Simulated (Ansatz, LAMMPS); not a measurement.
## Glassy 63GeO2-37SiO2 (mol %) (105 atoms) under strain

How stiff is glassy 63GeO2-37SiO2 (mol %) (105 atoms), and how do its levels respond to strain?

Main program and level: Ansatz 0.2.0; Kohn-Sham DFT, PBE, PAW (set soft_2), plane waves.

## 1. Set-up

The cell holds 105 atoms: 22 Ge, 13 Si and 70 O. Cell: a = 11.996 Å, b = 11.996 Å, c = 11.996 Å, α = 90.0°, β = 90.0°, γ = 90.0°. 105 atoms (22 Ge, 13 Si, 70 O) placed at random at 3.15 g/cm³, melted at 4000 K for 10 ps at fixed volume with the Morse and Coulomb pair potential with partial charges (Pedone, Malavasi, Menziani, Cormack and Segre, J. Phys. Chem. B 110, 11780 (2006)). Quenched from 4000 K to 300 K at 25 K/ps and fixed volume, held 10 ps at zero pressure, then minimised at fixed cell.

What the set-up can't give: The quench rate of 25 K/ps is orders of magnitude faster than experiment, which tends to freeze in extra defects. The network of bonds at the start is that of the classical potential that made the cell, and needn't be the one that DFT or experiment would give. Only the Γ point is sampled.

## 2. Single point at the start

A single point comes first, to see the forces before anything moves.

input.yaml

```yaml
crystal:
  lattice:
    - [11.99641, 0.0, 0.0]
    - [0.0, 11.99641, 0.0]
    - [0.0, 0.0, 11.99641]
  atoms:
    - { symbol: Ge, position: [0.57326, 0.29811, 0.42284] }
    - { symbol: Ge, position: [0.06267, 0.61174, 0.24209] }
    - { symbol: Ge, position: [0.74047, 0.77635, 0.79156] }
    - { symbol: Ge, position: [0.71238, 0.14453, 0.22752] }
    - { symbol: Ge, position: [0.73215, 0.39928, 0.62158] }
    - { symbol: Ge, position: [0.14608, 0.79039, 0.60776] }
    - { symbol: Ge, position: [0.90854, 0.61739, 0.63314] }
    - { symbol: Ge, position: [0.0833, 0.84805, 0.87296] }
    - { symbol: Ge, position: [0.81769, 0.66452, 0.36094] }
    - { symbol: Ge, position: [0.24831, 0.20624, 0.73767] }
    - { symbol: Ge, position: [0.42731, 0.75818, 0.00238] }
    - { symbol: Ge, position: [0.6125, 0.39148, 0.86534] }
    - { symbol: Ge, position: [0.25224, 0.37248, 0.96006] }
    - { symbol: Ge, position: [0.8443, 0.41955, 0.02603] }
    - { symbol: Ge, position: [0.863, 0.1574, 0.60318] }
    - { symbol: Ge, position: [0.43938, 0.9371, 0.35042] }
    - { symbol: Ge, position: [0.06774, 0.58162, 0.96539] }
    - { symbol: Ge, position: [0.33142, 0.5888, 0.59536] }
    - { symbol: Ge, position: [0.0305, 0.21458, 0.03512] }
    - { symbol: Ge, position: [0.10571, 0.42798, 0.64047] }
    - { symbol: Ge, position: [0.58252, 0.14348, 0.97378] }
    - { symbol: Ge, position: [0.17748, 0.84088, 0.34724] }
    - { symbol: Si, position: [0.93938, 0.18588, 0.34747] }
    - { symbol: Si, position: [0.35376, 0.44517, 0.36444] }
    - { symbol: Si, position: [0.41365, 0.51801, 0.12768] }
    - { symbol: Si, position: [0.13183, 0.98734, 0.1157] }
    - { symbol: Si, position: [0.50643, 0.62722, 0.79542] }
    - { symbol: Si, position: [0.69138, 0.88015, 0.28718] }
    - { symbol: Si, position: [0.69539, 0.76838, 0.04689] }
    - { symbol: Si, position: [0.67631, 0.53978, 0.17707] }
    - { symbol: Si, position: [0.65378, 0.02985, 0.73082] }
    - { symbol: Si, position: [0.02876, 0.08253, 0.80096] }
    - { symbol: Si, position: [0.38233, 0.0078, 0.09822] }
    - { symbol: Si, position: [0.45388, 0.10204, 0.57675] }
    - { symbol: Si, position: [0.10772, 0.37803, 0.37416] }
    - { symbol: O, position: [0.16767, 0.48586, 0.92193] }
    - { symbol: O, position: [0.76581, 0.44702, 0.14423] }
    - { symbol: O, position: [0.7081, 0.59081, 0.29749] }
    - { symbol: O, position: [0.12665, 0.92259, 0.2353] }
    - { symbol: O, position: [0.03905, 0.26403, 0.34008] }
    - { symbol: O, position: [0.40061, 0.64266, 0.0818] }
    - { symbol: O, position: [0.83307, 0.29645, 0.61297] }
    - { symbol: O, position: [0.90458, 0.14396, 0.46344] }
    - { symbol: O, position: [0.62106, 0.69413, 0.78216] }
    - { symbol: O, position: [0.13954, 0.70723, 0.315] }
    - { symbol: O, position: [0.71372, 0.84245, 0.15758] }
    - { symbol: O, position: [0.46126, 0.36934, 0.37422] }
    - { symbol: O, position: [0.3727, 0.87908, 0.05313] }
    - { symbol: O, position: [0.92528, 0.3062, 0.0582] }
    - { symbol: O, position: [0.63814, 0.22989, 0.31481] }
    - { symbol: O, position: [0.03658, 0.70003, 0.60474] }
    - { symbol: O, position: [0.92564, 0.65002, 0.26518] }
    - { symbol: O, position: [0.86811, 0.62447, 0.48605] }
    - { symbol: O, position: [0.44457, 0.59409, 0.68204] }
    - { symbol: O, position: [0.07424, 0.4783, 0.29406] }
    - { symbol: O, position: [0.96618, 0.11549, 0.68986] }
    - { symbol: O, position: [0.55844, 0.27814, 0.93268] }
    - { symbol: O, position: [0.24104, 0.3698, 0.37216] }
    - { symbol: O, position: [0.43205, 0.01619, 0.47151] }
    - { symbol: O, position: [0.25461, 0.04397, 0.10589] }
    - { symbol: O, position: [0.26778, 0.71575, 0.58612] }
    - { symbol: O, position: [0.22926, 0.50153, 0.64652] }
    - { symbol: O, position: [0.66372, 0.38048, 0.4961] }
    - { symbol: O, position: [0.11812, 0.90803, 0.00588] }
    - { symbol: O, position: [0.64044, 0.3643, 0.72739] }
    - { symbol: O, position: [0.29308, 0.28837, 0.84924] }
    - { symbol: O, position: [0.84939, 0.72221, 0.72084] }
    - { symbol: O, position: [0.94036, 0.51632, 0.98237] }
    - { symbol: O, position: [0.77161, 0.80175, 0.35822] }
    - { symbol: O, position: [0.70876, 0.01246, 0.28641] }
    - { symbol: O, position: [0.0642, 0.70988, 0.90344] }
    - { symbol: O, position: [0.13697, 0.86812, 0.48358] }
    - { symbol: O, position: [0.15376, 0.28968, 0.02872] }
    - { symbol: O, position: [0.15169, 0.84137, 0.74314] }
    - { symbol: O, position: [0.53499, 0.04324, 0.66693] }
    - { symbol: O, position: [0.00228, 0.16456, 0.90306] }
    - { symbol: O, position: [0.14908, 0.29747, 0.68342] }
    - { symbol: O, position: [0.4332, 0.01113, 0.22426] }
    [... 21 atom lines left out ...]
    - { symbol: O, position: [0.04727, 0.09365, 0.11328] }
    - { symbol: O, position: [0.42172, 0.70498, 0.86927] }
    - { symbol: O, position: [0.7445, 0.09353, 0.65219] }
    - { symbol: O, position: [0.09915, 0.60895, 0.10489] }
    - { symbol: O, position: [0.35517, 0.42969, 0.04349] }
    - { symbol: O, position: [0.56689, 0.78877, 0.0148] }
kpoints:
  mp_grid: { grid: [1, 1, 1] }
hamiltonian:
  xc: pbe
scf:
  occupations: { method: fixed }
output:
  forces: true
```

Started as:

```
$ ansatz run input.yaml --threads 4 --pin off --max-ram 12288MiB --backend cpu --events-out ev --progress --plain --runs-dir out
```

Numbers of over 12 decimals in the logs are rounded to 6 here.

What it wrote:

```text
Engine: ansatz 0.2.0, x86_64-unknown-linux-gnu
Pseudopotentials: kind: paw
Pseudopotential: Ge, paw, valence charge 14, recommended cutoff 420 eV (normal), Ge.paw.azcp
Pseudopotential: Si, paw, valence charge 4, recommended cutoff 420 eV (normal), Si.paw.azcp
Pseudopotential: O, paw, valence charge 6, recommended cutoff 420 eV (normal), O.paw.azcp
Functional definition: PBE
  parameter kappa = 0.804
  parameter beta = 0.066725
  exchange = pbe_x(kappa = kappa, mu = beta*pi^2/3)
  correlation = pbe_c(beta = beta)
Crystal: 105 atoms, lattice volume = 1726.450 Å³
Basis set: ecut = 420 eV, 33641 PW (Γ), exchange–correlation on 162×162×162 points (8 copies of the dense FFT grid, shifted against one another)
Bands: 495, of which v1, the nominal top of the filled ones, is band 390 counted from 1 (389 counted from 0)
Symmetry: 1 space group operations
Space group: P1 (ITA 1), of the structure as read, at distance tolerance 1.2e-4 Å
k-points: 1
Non-local potential: Ge, projectors of the file, l = 0: 2, l = 1: 2, l = 2: 3, l = 3: 1
Non-local potential: Si, projectors of the file, l = 0: 2, l = 1: 2, l = 2: 2
Non-local potential: O, projectors of the file, l = 0: 2, l = 1: 2, l = 2: 1
PAW form: soft (Blöchl's): semilocal exchange-correlation on the pseudo side does not see the compensation charge
PAW one-centre angular grid: Ge, 590 points (default); XC on 64 Gauss nodes
PAW one-centre angular grid: Si, 110 points (default); XC on 64 Gauss nodes
PAW one-centre angular grid: O, 110 points (default); XC on 64 Gauss nodes
Initial density: superposition of atomic densities (neutral atoms: chi_scale 0, normalization atom), corrected by the library's trained network
Initial wavefunctions: pseudopotential atomic-orbital guess
Functional: x = pbe(κ = 0.804, μ = 0.219515), c = pbe(β = 0.066725)
SCF iter   1: F=—  HF=-142498.626474 eV  |F-HF|=—  |Δ(HF+E_count)|=         —  Δρ=2.90e-3  dr2=2.33e-1  ethr=1.77e-3  ⟨swp⟩=5.0  Hψ=1672  notcnv=0  defer=103
preconditioner: auto → Resta (q_TF=auto, 2.390 Å⁻¹)  ε∞=2.6  [insulator: Δε(μ)=1.973 eV  Ē_g=19.885 eV  n_scr=388 (ndim 8)  ℏωp=25.0 eV  f_vac=0.302  ε∞_Penn≈2.6]
SCF iter   2: F=—  HF=-142498.591549 eV  |F-HF|=—  |Δ(HF+E_count)|=   3.49e-2  Δρ=1.51e-3  dr2=5.28e-2  ethr=2.99e-5  ⟨swp⟩=3.0  Hψ=734  notcnv=0  defer=103
SCF iter   3: F=—  HF=-142498.585899 eV  |F-HF|=—  |Δ(HF+E_count)|=   5.65e-3  Δρ=8.19e-4  dr2=1.47e-2  ethr=6.76e-6  ⟨swp⟩=3.0  Hψ=679  notcnv=0  defer=103
SCF iter   4: F=—  HF=-142498.583672 eV  |F-HF|=—  |Δ(HF+E_count)|=   2.23e-3  Δρ=2.42e-4  dr2=1.25e-3  ethr=1.89e-6  ⟨swp⟩=3.0  Hψ=678  notcnv=0  defer=103
SCF iter   5: F=—  HF=-142498.583846 eV  |F-HF|=—  |Δ(HF+E_count)|=   1.73e-4  Δρ=1.67e-4  dr2=4.38e-4  ethr=1.60e-7  ⟨swp⟩=2.0  Hψ=677  notcnv=0  defer=103
SCF iter   6: F=—  HF=-142498.583774 eV  |F-HF|=—  |Δ(HF+E_count)|=   7.13e-5  Δρ=3.78e-5  dr2=2.54e-5  ethr=5.61e-8  ⟨swp⟩=2.0  Hψ=645  notcnv=0  defer=100
SCF iter   7: F=—  HF=-142498.587320 eV  |F-HF|=—  |Δ(HF+E_count)|=   3.55e-3  Δρ=2.09e-5  dr2=6.63e-6  ethr=3.25e-9  ⟨swp⟩=2.0  Hψ=885  notcnv=0  defer=100
SCF iter   8: F=—  HF=-142498.587321 eV  |F-HF|=—  |Δ(HF+E_count)|=   7.14e-7  Δρ=6.74e-6  dr2=7.24e-7  ethr=8.51e-10  ⟨swp⟩=2.0  Hψ=781  notcnv=0  defer=100
SCF iter   9: F=—  HF=-142498.587321 eV  |F-HF|=—  |Δ(HF+E_count)|=   1.31e-7  Δρ=2.54e-6  dr2=1.08e-7  ethr=9.29e-11  ⟨swp⟩=2.0  Hψ=780  notcnv=0  defer=100
SCF iter  10: F=-142498.587321 eV  HF=-142498.587321 eV  |F-HF|=7.63e-9  |Δ(HF+E_count)|=   3.11e-8  Δρ=1.26e-6  dr2=2.62e-8  ethr=1.28e-11  ⟨swp⟩=4.0  Hψ=1426  notcnv=0
SCF 1 converged in 10 iterations: F = -142498.587321 eV  dr2 = 2.62e-8
  greatest PAW one-centre occupation: 0.999 electrons in one spin orbital (limit 2), on the Ge atom at site 6 (counted from 0), in its partial waves of l = 2
SCF converged after 10 iterations
Free energy (F): -142498.587321 eV
Harris-Foulkes:  -142498.587321 eV  (|F-HF|=7.63e-9)
Internal energy: -142498.587321 eV  (E = F + TS)
E sigma→0 (E₀):  -142498.587321 eV
Fermi energy:    2.517517 eV
--- Per-component energies (eV) ---
  E_band       = -7698.072842
  E_kinetic    = 15424.367250
  E_local      = -118571.677254  (includes V_loc(G=0)·N_el)
  E_nonlocal   = 13083.939536
  E_hartree    = 50348.039183
  E_xc         = -7509.124646
  E_vxc        = -8580.545916  (∫ρ·V_xc dr)
  E_paw        = -62392.979706  (= ΣΔE_a)
  E_vpaw       = -9750.425453  (= ΣTr[D̂ρ^β])
  E_aug_tail   = 0.186140  (compensation charges beyond the density's cutoff)
  E_ewald      = -32881.337823
  E_smearing   = -0.000000  (= −TS)
  E_closure    = -0.000000  (closes the sum)
  Σ components = -142498.587321   (vs F -142498.587321, Δ=0.00e0)
--- Forces (eV/Å), atoms counted from 1 ---
  atom   1  Ge    -0.25249920    -0.50287652     1.16107611
  atom   2  Ge    -1.11023662     0.27721678     0.10445784
  atom   3  Ge    -1.40926374    -0.68717422     0.67549379
  atom   4  Ge    -1.72973273    -1.14295311     0.35614255
  atom   5  Ge    -0.09129392    -0.23961471     0.44187300
  atom   6  Ge    -0.82078870    -1.57483361     0.05729788
  atom   7  Ge     0.40095922    -0.31606432    -1.10626720
  atom   8  Ge     0.52785347     0.75884188     0.17124433
  atom   9  Ge     0.35406304    -0.44950549    -0.43174238
  atom  10  Ge    -0.97464398     0.60535803     0.08659748
  atom  11  Ge     1.89270063    -0.20941467     0.18098484
  atom  12  Ge     1.15672593     0.74734602    -0.59372888
  atom  13  Ge    -1.42367266     0.08702891    -0.00411996
  atom  14  Ge    -0.32469386     0.73716137    -0.31448123
[...]
atom 104  O      0.72623330    -0.72559406    -0.11642053
  atom 105  O      0.29207768     0.84369608    -0.29315848
  max |Σ_I F_I| component: 8.23e-5 eV/Å
```

It took 17 s on 4 threads of Intel Xeon at 2.80GHz (Skylake/Cascade Lake), shared host; peak memory 2.4 GiB.

In the SCF lines HF is the Harris–Foulkes energy and dr2 the Hartree energy of the density residual, in eV; the loop may stop once dr2 is under the threshold and the program's other checks hold. Hψ counts applications of the Hamiltonian.

The r.m.s. force at the start is 0.81 eV/Å.

## 3. Cell and atoms relaxed

The cell is relaxed with the atoms, since the starting lattice needn't suit this functional.

input.yaml

```yaml
crystal:
  lattice:
    - [11.99641, 0.0, 0.0]
    - [0.0, 11.99641, 0.0]
    - [0.0, 0.0, 11.99641]
  atoms:
    [... the 105 atom lines of step 2 ...]
kpoints:
  mp_grid: { grid: [1, 1, 1] }
hamiltonian:
  xc: pbe
scf:
  occupations: { method: fixed }
output:
  forces: true
relax:
  f_tol: 0.05
  max_steps: 150
  cell: {}
```

What it wrote:

```text
[...]
Crystal: 105 atoms, lattice volume = 1726.450 Å³
Basis set: ecut = 420 eV, 33641 PW (Γ), exchange–correlation on 162×162×162 points (8 copies of the dense FFT grid, shifted against one another)
Bands: 495, of which v1, the nominal top of the filled ones, is band 390 counted from 1 (389 counted from 0)
Symmetry: 1 space group operations
[...]
k-points: 1
[...]
SCF iter   1: F=—  HF=-142498.626473 eV  |F-HF|=—  |Δ(HF+E_count)|=         —  Δρ=2.90e-3  dr2=2.33e-1  ethr=1.77e-3  ⟨swp⟩=5.0  Hψ=1672  notcnv=0  defer=103
[...]
SCF iter   9: F=—  HF=-142498.587321 eV  |F-HF|=—  |Δ(HF+E_count)|=   1.31e-7  Δρ=2.54e-6  dr2=1.08e-7  ethr=9.29e-11  ⟨swp⟩=2.0  Hψ=780  notcnv=0  defer=100
SCF iter  10: F=-142498.587321 eV  HF=-142498.587321 eV  |F-HF|=7.63e-9  |Δ(HF+E_count)|=   3.11e-8  Δρ=1.26e-6  dr2=2.62e-8  ethr=1.28e-11  ⟨swp⟩=4.0  Hψ=1426  notcnv=0
SCF 1 converged in 10 iterations: F = -142498.587321 eV  dr2 = 2.62e-8
[...]
relax step   1: F+E_penalty+E_count = -142498.58732078 eV  Δ(F+E_penalty+E_count) = +0.000e0 eV  max|allowed force component| = 2.410e0 eV/Å  Δτ_max = 0.0000 Å  P = +4.240 GPa  Ω = 1726.450 Å³  (10 SCF iters, dr2 threshold 1.00e-7 eV, accepted)
[... from here on, the SCF cycles and remarks between the steps are left out ...]
relax step   2: F+E_penalty+E_count = -142502.13826500 eV  Δ(F+E_penalty+E_count) = -3.551e0 eV  max|allowed force component| = 1.601e0 eV/Å  Δτ_max = 0.0986 Å  P = +2.183 GPa  Ω = 1728.610 Å³  energy of the carried Pulay correction = -6.921e-3 eV  (8 SCF iters, dr2 threshold 1.05e-5 eV, accepted)
relax step   3: F+E_penalty+E_count = -142506.11747333 eV  Δ(F+E_penalty+E_count) = -3.979e0 eV  max|allowed force component| = 7.089e-1 eV/Å  Δτ_max = 0.1995 Å  P = -0.444 GPa  Ω = 1694.968 Å³  energy of the carried Pulay correction = +1.018e-1 eV  (8 SCF iters, dr2 threshold 1.05e-5 eV, accepted)
relax step   4: F+E_penalty+E_count = -142507.17616975 eV  Δ(F+E_penalty+E_count) = -1.059e0 eV  max|allowed force component| = 8.795e-1 eV/Å  Δτ_max = 0.2000 Å  P = -0.007 GPa  Ω = 1649.345 Å³  energy of the carried Pulay correction = +2.528e-1 eV  (8 SCF iters, dr2 threshold 1.05e-5 eV, accepted)
relax step   5: F+E_penalty+E_count = -142507.55964378 eV  Δ(F+E_penalty+E_count) = -3.835e-1 eV  max|allowed force component| = 3.006e-1 eV/Å  Δτ_max = 0.2000 Å  P = -0.043 GPa  Ω = 1636.117 Å³  energy of the carried Pulay correction = +2.974e-1 eV  (8 SCF iters, dr2 threshold 1.05e-5 eV, accepted)
relax step   6: F+E_penalty+E_count = -142507.61774216 eV  Δ(F+E_penalty+E_count) = -5.810e-2 eV  max|allowed force component| = 6.089e-1 eV/Å  Δτ_max = 0.2000 Å  P = +0.075 GPa  Ω = 1625.807 Å³  energy of the carried Pulay correction = +3.323e-1 eV  (8 SCF iters, dr2 threshold 5.65e-6 eV, accepted)
relax step   7: F+E_penalty+E_count = -142507.74563239 eV  Δ(F+E_penalty+E_count) = -1.279e-1 eV  max|allowed force component| = 2.421e-1 eV/Å  Δτ_max = 0.2000 Å  P = +0.049 GPa  Ω = 1622.880 Å³  energy of the carried Pulay correction = +3.423e-1 eV  (8 SCF iters, dr2 threshold 1.05e-5 eV, accepted)
relax step   8: F+E_penalty+E_count = -142507.78611599 eV  Δ(F+E_penalty+E_count) = -4.048e-2 eV  max|allowed force component| = 1.001e-1 eV/Å  Δτ_max = 0.1417 Å  P = -0.042 GPa  Ω = 1621.670 Å³  energy of the carried Pulay correction = +3.464e-1 eV  (8 SCF iters, dr2 threshold 3.66e-6 eV, accepted)
relax step   9: F+E_penalty+E_count = -142507.79991226 eV  Δ(F+E_penalty+E_count) = -1.380e-2 eV  max|allowed force component| = 4.670e-2 eV/Å  Δτ_max = 0.0623 Å  P = +0.018 GPa  Ω = 1619.689 Å³  energy of the carried Pulay correction = +3.532e-1 eV  (8 SCF iters, dr2 threshold 6.26e-7 eV, accepted)
relax step  10: F+E_penalty+E_count = -142507.59543855 eV  Δ(F+E_penalty+E_count) = +2.045e-1 eV  max|allowed force component| = 4.655e-2 eV/Å  Δτ_max = 0.0000 Å  P = -0.243 GPa  Ω = 1619.689 Å³  stress off target by 3.61e-1 GPa  SCF on the basis re-selected at this cell (its energy is not comparable with the rows above)  (7 SCF iters)
relax step  11: F+E_penalty+E_count = -142507.63903574 eV  Δ(F+E_penalty+E_count) = -4.360e-2 eV  max|allowed force component| = 3.629e-2 eV/Å  Δτ_max = 0.0517 Å  P = -0.016 GPa  Ω = 1610.124 Å³  energy of the carried Pulay correction = +3.095e-2 eV  (8 SCF iters, dr2 threshold 3.26e-7 eV, accepted)
relax step  12: F+E_penalty+E_count = -142507.61103914 eV  Δ(F+E_penalty+E_count) = +2.800e-2 eV  max|allowed force component| = 3.627e-2 eV/Å  Δτ_max = 0.0000 Å  P = -0.037 GPa  Ω = 1610.124 Å³  stress off target by 5.36e-2 GPa  SCF on the basis re-selected at this cell (its energy is not comparable with the rows above)  (6 SCF iters)
relax step  13: F+E_penalty+E_count = -142507.61967255 eV  Δ(F+E_penalty+E_count) = -8.633e-3 eV  max|allowed force component| = 1.492e-2 eV/Å  Δτ_max = 0.0316 Å  P = -0.005 GPa  Ω = 1608.384 Å³  energy of the carried Pulay correction = +5.665e-3 eV  (9 SCF iters, dr2 threshold 7.19e-9 eV, accepted)
relax step  14: F+E_penalty+E_count = -142507.61469958 eV  Δ(F+E_penalty+E_count) = +4.973e-3 eV  max|allowed force component| = 1.492e-2 eV/Å  Δτ_max = 0.0000 Å  P = -0.007 GPa  Ω = 1608.384 Å³  stress off target by 1.53e-2 GPa  SCF on the basis re-selected at this cell (its energy is not comparable with the rows above)  (5 SCF iters)
[...]
SCF converged after 5 iterations
Free energy (F): -142507.614700 eV
[...]
Internal energy: -142507.614700 eV  (E = F + TS)
E sigma→0 (E₀):  -142507.614700 eV
Fermi energy:    2.829638 eV
[...]
Σ components = -142507.614700   (vs F -142507.614700, Δ=0.00e0)
--- Forces (eV/Å), atoms counted from 1 ---
  atom   1  Ge     0.00757771     0.00206500     0.00087465
  atom   2  Ge     0.00863926     0.00372753    -0.01218964
  atom   3  Ge    -0.00267524     0.00182110     0.00758473
  atom   4  Ge    -0.00514759    -0.00328600    -0.00151303
[...]
atom 105  O      0.00064702     0.00178118    -0.00164862
  max |Σ_I F_I| component: 1.67e-5 eV/Å
--- Stress (GPa, compression-positive) ---
       -0.005359      -0.004345      -0.002051
       -0.004345      -0.006905      -0.005247
       -0.002051      -0.005248      -0.009018
  P = ⅓ Tr σ = -0.0071 GPa (-0.071 kbar)
--- Relaxed structure (11 steps of the walk, 11 accepted, 3 SCFs on fresh bases) ---
  F+E_penalty+E_count = -142507.61469958 eV   max|allowed force component| = 1.492e-2 eV/Å   (the final SCF, on the basis selected at the relaxed cell)
  cell:  # Å, volume = 1608.3839 Å³
    - [11.918363, -0.033444, -0.090697]
    - [-0.033444, 11.809471, -0.225688]
    - [-0.090697, -0.225688, 11.432378]
  atoms:
    - { symbol: Ge, position: [0.564913, 0.295300, 0.424498] }
    - { symbol: Ge, position: [0.058095, 0.624328, 0.245559] }
    - { symbol: Ge, position: [0.742738, 0.778090, 0.782739] }
    - { symbol: Ge, position: [0.690334, 0.135842, 0.233401] }
[...]
- { symbol: O, position: [0.569442, 0.818214, 0.00246992] }
```

Run time: 5.8 min. Hardware: 4 threads; peak memory 2.4 GiB.

The relaxation converged after 11 steps, with a largest force component of 0.015 eV/Å.

(Continued in part 2 of 3.)

[Logs are printed without paths, hosts, clocks, repeated set-up lines and the standing remarks that a program may print on its own settings, such as how far it seeks lower states.]

[Hosts, paths, dates, database ids (printed as entryN), source tags and the programs' standing remarks are cut or masked in the printed files.]
